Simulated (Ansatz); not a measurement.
# Quasi-harmonic thermodynamics of BP (F-43m), part 2 of 2

Aim: the lattice, expansion, heat capacity and bulk modulus of BP as it warms.

What experiment has found for this phase:
- volume expansion coefficient 9.6 1e-6/K near room temperature (given in “Thermal expansion coefficients of high thermal conducting BAs and BP materials (three times its linear coefficient)”, 2019, arxiv:1906.04101)

Ansatz 0.2.0; DFT LDA, scalar-relativistic, plane waves, PAW.

So far, principal linear expansion coefficients at 298 K (× 1e-6/K): step 5 (phonons on strained cells, cutoff 487.2 eV, k-mesh 12×12×12) 2.44; step 6 (k-mesh 8×8×8, q-mesh 4×4×4) 2.87. Also isothermal bulk modulus at 298 K (GPa): step 5 171; step 6 171. The relaxed cell has a = 4.490 Å (conventional setting).

## Step 8: The quasi-harmonic study, cutoff 320 eV, q-mesh 4×4×4

input.yaml

```yaml
crystal:
  lattice:
    - [0.0, 2.2451859527, 2.2451859527]
    - [2.2451859527, 0.0, 2.2451859527]
    - [2.2451859527, 2.2451859527, 0.0]
  atoms:
    - { symbol: B, position: [0.0, 0.0, 0.0] }
    - { symbol: P, position: [0.25, 0.25, 0.25] }
kpoints:
  mp_grid: { grid: [12, 12, 12] }
hamiltonian:
  xc: lda
scf:
  occupations: { method: fixed }
output:
  eigenvalues: true
basis:
  ecutwfc: 320.0
phonons:
  method: dfpt
  qmesh: [4, 4, 4]
  temperatures: { t_max: 800.0, t_step: 50 }
  thermal_expansion: {}
```

Launch:

```bash
$ ansatz run input.yaml --threads 4 --pin off --max-ram 8192MiB --backend cpu --events-out ev --progress --plain --runs-dir out
```

Wall time 3.2 min (4 threads of Arm Neoverse V1, shared host); peak memory 0.9 GiB.

Strained cells of the study; zero-point energy where phonons were solved; the pressures are stresses at a fixed cutoff and can carry an offset from the finite basis. Expansion cells, by row:

```tsv
cell	|a| (Å)	|b| (Å)	|c| (Å)	V (Å³/atom)	E - E_lowest (meV/atom)	pressure, compression positive (GPa)	gap (eV)	zero-point energy (meV/atom)
1	3.175	3.175	3.175	11.32	0	-2.531	1.139	-
2	3.201	3.201	3.201	11.59	3.356	-6.472	1.176	-
3	3.15	3.15	3.15	11.05	3.429	1.808	1.11	-
4	3.175	3.175	3.175	11.32	0.022	-2.554	1.139	102.6
5	3.191	3.191	3.191	11.49	1.382	-5.066	1.166	101
6	3.183	3.183	3.183	11.41	0.248	-3.848	1.157	101.8
7	3.2	3.2	3.2	11.58	3.375	-6.358	1.175	100.2
8	3.144	3.144	3.144	10.99	5.637	2.925	1.102	-
9	3.159	3.159	3.159	11.15	1.112	0.129	1.121	-
10	3.212	3.212	3.212	11.72	7.123	-8.116	1.189	-
```

Changing the k-mesh (8×8×8 → 12×12×12) and the cutoff (487.2 → 320 eV) takes the volume expansion at 298 K from 8.62 to 8.81 × 10⁻⁶/K and B_T from 171 to 171 GPa.

## Step 9: Phonons on strained cells, cutoff 487.2 eV, k-mesh 12×12×12 (run 2)

input.yaml, the sections that differ from step 8:

```yaml
crystal:
  lattice:
    - [0.0, 2.2452187559, 2.2452187559]
    - [2.2452187559, 0.0, 2.2452187559]
    - [2.2452187559, 2.2452187559, 0.0]
  atoms:
    - { symbol: B, position: [0.0, 0.0, 0.0] }
    - { symbol: P, position: [0.25, 0.25, 0.25] }
phonons:
  method: fd
  qmesh: [4, 4, 4]
  temperatures: { t_max: 800.0, t_step: 50 }
  thermal_expansion: {}
# kpoints, hamiltonian, scf, output: as in step 8
# basis: removed
```

The job ended after 16 min (4 threads; peak memory 0.96 GiB).

Strained cells of the study; zero-point energy where phonons were solved; the pressures are stresses at a fixed cutoff and can carry an offset from the finite basis. Expansion cells, by row:

```tsv
cell	|a| (Å)	|b| (Å)	|c| (Å)	V (Å³/atom)	E - E_lowest (meV/atom)	pressure, compression positive (GPa)	gap (eV)	zero-point energy (meV/atom)
1	3.175	3.175	3.175	11.32	0	-0.032	1.145	-
2	3.201	3.201	3.201	11.59	3.517	-4.046	1.175	-
3	3.15	3.15	3.15	11.05	3.578	4.361	1.114	-
4	3.175	3.175	3.175	11.32	0	-0.05	1.145	102.8
5	3.191	3.191	3.191	11.49	1.408	-2.604	1.164	101.2
6	3.183	3.183	3.183	11.4	0.365	-1.352	1.154	102
7	3.199	3.199	3.199	11.58	3.164	-3.846	1.173	100.4
8	3.144	3.144	3.144	10.99	5.594	5.509	1.107	-
9	3.16	3.16	3.16	11.15	1.371	2.653	1.126	-
10	3.211	3.211	3.211	11.71	7.036	-5.624	1.187	-
```

Changing the cutoff (320 → 487.2 eV) and the phonon method (dfpt → fd) takes the volume expansion at 298 K from 8.81 to 8.63 × 10⁻⁶/K and B_T from 171 to 171 GPa.

## Step 10: The series together

Times are for 4 threads of Arm Neoverse V1, shared host. The runs compared:

```tsv
no.	functional	cutoff (eV)	k-mesh	q-mesh	method	pressure (GPa)	volume expansion coefficient at 298 K (1e-6/K)	C_P at 298 K (J/mol-atom/K)	isothermal bulk modulus at 298 K (GPa)	time	memory (GiB)
1	lda	487.2	12×12×12	2×2×2	dfpt	0	7.316	14.51	171.2	63 s	0.68
2	lda	487.2	8×8×8	4×4×4	dfpt	0	8.622	14.54	171.2	1.8 min	0.68
3	lda	320	12×12×12	4×4×4	dfpt	0	8.808	14.56	171.1	3.2 min	0.90
4	lda	487.2	12×12×12	4×4×4	fd	0	8.635	14.54	171.1	16 min	0.96
```

The runs together, line volume. The expansion coefficient, volume by temperature; values in 1e-6/K:

```tsv
temperature (K)	lda, 487.2, 12×12×12, 2×2×2, dfpt, 0	lda, 487.2, 8×8×8, 4×4×4, dfpt, 0	lda, 320, 12×12×12, 4×4×4, dfpt, 0	lda, 487.2, 12×12×12, 4×4×4, fd, 0
0	0	0	0	0
50	0.05	0.11	0.11	0.11
100	0.47	0.85	0.87	0.85
150	1.65	2.38	2.43	2.39
200	3.48	4.48	4.58	4.49
250	5.5	6.69	6.84	6.7
298	7.32	8.62	8.81	8.63
300	7.38	8.69	8.88	8.7
350	8.98	10.4	10.6	10.4
400	10.3	11.8	12	11.8
450	11.4	12.9	13.1	12.9
500	12.2	13.8	14.1	13.8
550	13.0	14.5	14.8	14.5
600	13.6	15.1	15.4	15.1
650	14.1	15.6	16.0	15.7
700	14.5	16.1	16.4	16.1
750	14.8	16.4	16.8	16.5
800	15.2	16.8	17.2	16.8
```

The runs together, line C_P. Table of heat capacity, C_P by temperature; values in J/mol-atom/K:

```tsv
temperature (K)	lda, 487.2, 12×12×12, 2×2×2, dfpt, 0	lda, 487.2, 8×8×8, 4×4×4, dfpt, 0	lda, 320, 12×12×12, 4×4×4, dfpt, 0	lda, 487.2, 12×12×12, 4×4×4, fd, 0
0	0	0	0	0
50	0.591	0.387	0.385	0.386
100	3.37	2.95	2.94	2.95
150	6.54	6.25	6.26	6.25
200	9.57	9.44	9.45	9.44
250	12.3	12.3	12.3	12.3
298	14.5	14.5	14.6	14.5
300	14.6	14.6	14.6	14.6
350	16.4	16.5	16.5	16.5
400	17.9	18.0	18.0	18.0
450	19.1	19.2	19.2	19.2
500	20.0	20.1	20.1	20.1
550	20.8	20.9	20.9	20.9
600	21.4	21.5	21.5	21.5
650	21.9	22.0	22.0	22.0
700	22.3	22.4	22.4	22.4
750	22.7	22.8	22.8	22.8
800	23.0	23.1	23.1	23.1
```

## Step 11: Summary of results

```yaml
settings_of_these_figures: LDA, 487.2 eV, k 12×12×12, q 4×4×4
volume_expansion_coefficient_at_298_k: 8.635 1e-6/K
c_p_at_298_k: 14.54 J/mol-atom/K
entropy_at_298_k: 9.890 J/mol-atom/K
isothermal_bulk_modulus_at_298_k: 171.1 GPa
grueneisen_parameter_at_298_k: 0.7006
volume_at_298_k: 11.42 Å³/atom
principal_linear_expansion_coefficients_at_298_k: 2.878, 2.878, 2.878 1e-6/K
```

What this shows: Near room temperature BP expands by 8.63 × 10⁻⁶/K in volume by LDA, with C_P = 14.5 J/(mol K) per mole of atoms and B_T = 171 GPa. C_P at room temperature is 58 % of the classical 3R an atom, so the stiffest modes are still partly frozen out. A measured volume expansion coefficient near room temperature is 9.6 1e-6/K (arxiv:1906.04101); the calculated 8.63 1e-6/K differs by -10 %. The expansion still moved strongly between the settings tried, so its convergence is not shown. Changing the q-mesh, k-mesh, cutoff and phonon method moves the volume expansion at 298 K between 7.32 and 8.81 × 10⁻⁶/K, while the CPU time spans a factor of 17. The interpolation has no quadrupole term, so branches near the zone centre are less sure, since this crystal has sites that are not centres of inversion. The PAW files were made for PBE and are used here under another functional, for which the program regenerates the frozen cores.

[Logs are printed without paths, hosts, clocks, repeated set-up lines and the standing remarks that a program may print on its own settings, such as how far it seeks lower states.]

[Hosts, paths, dates, database ids (printed as entryN), source tags and the programs' standing remarks are cut or masked in the printed files.]

[A step with changed settings may run another functional than the one named; its input shows which.]
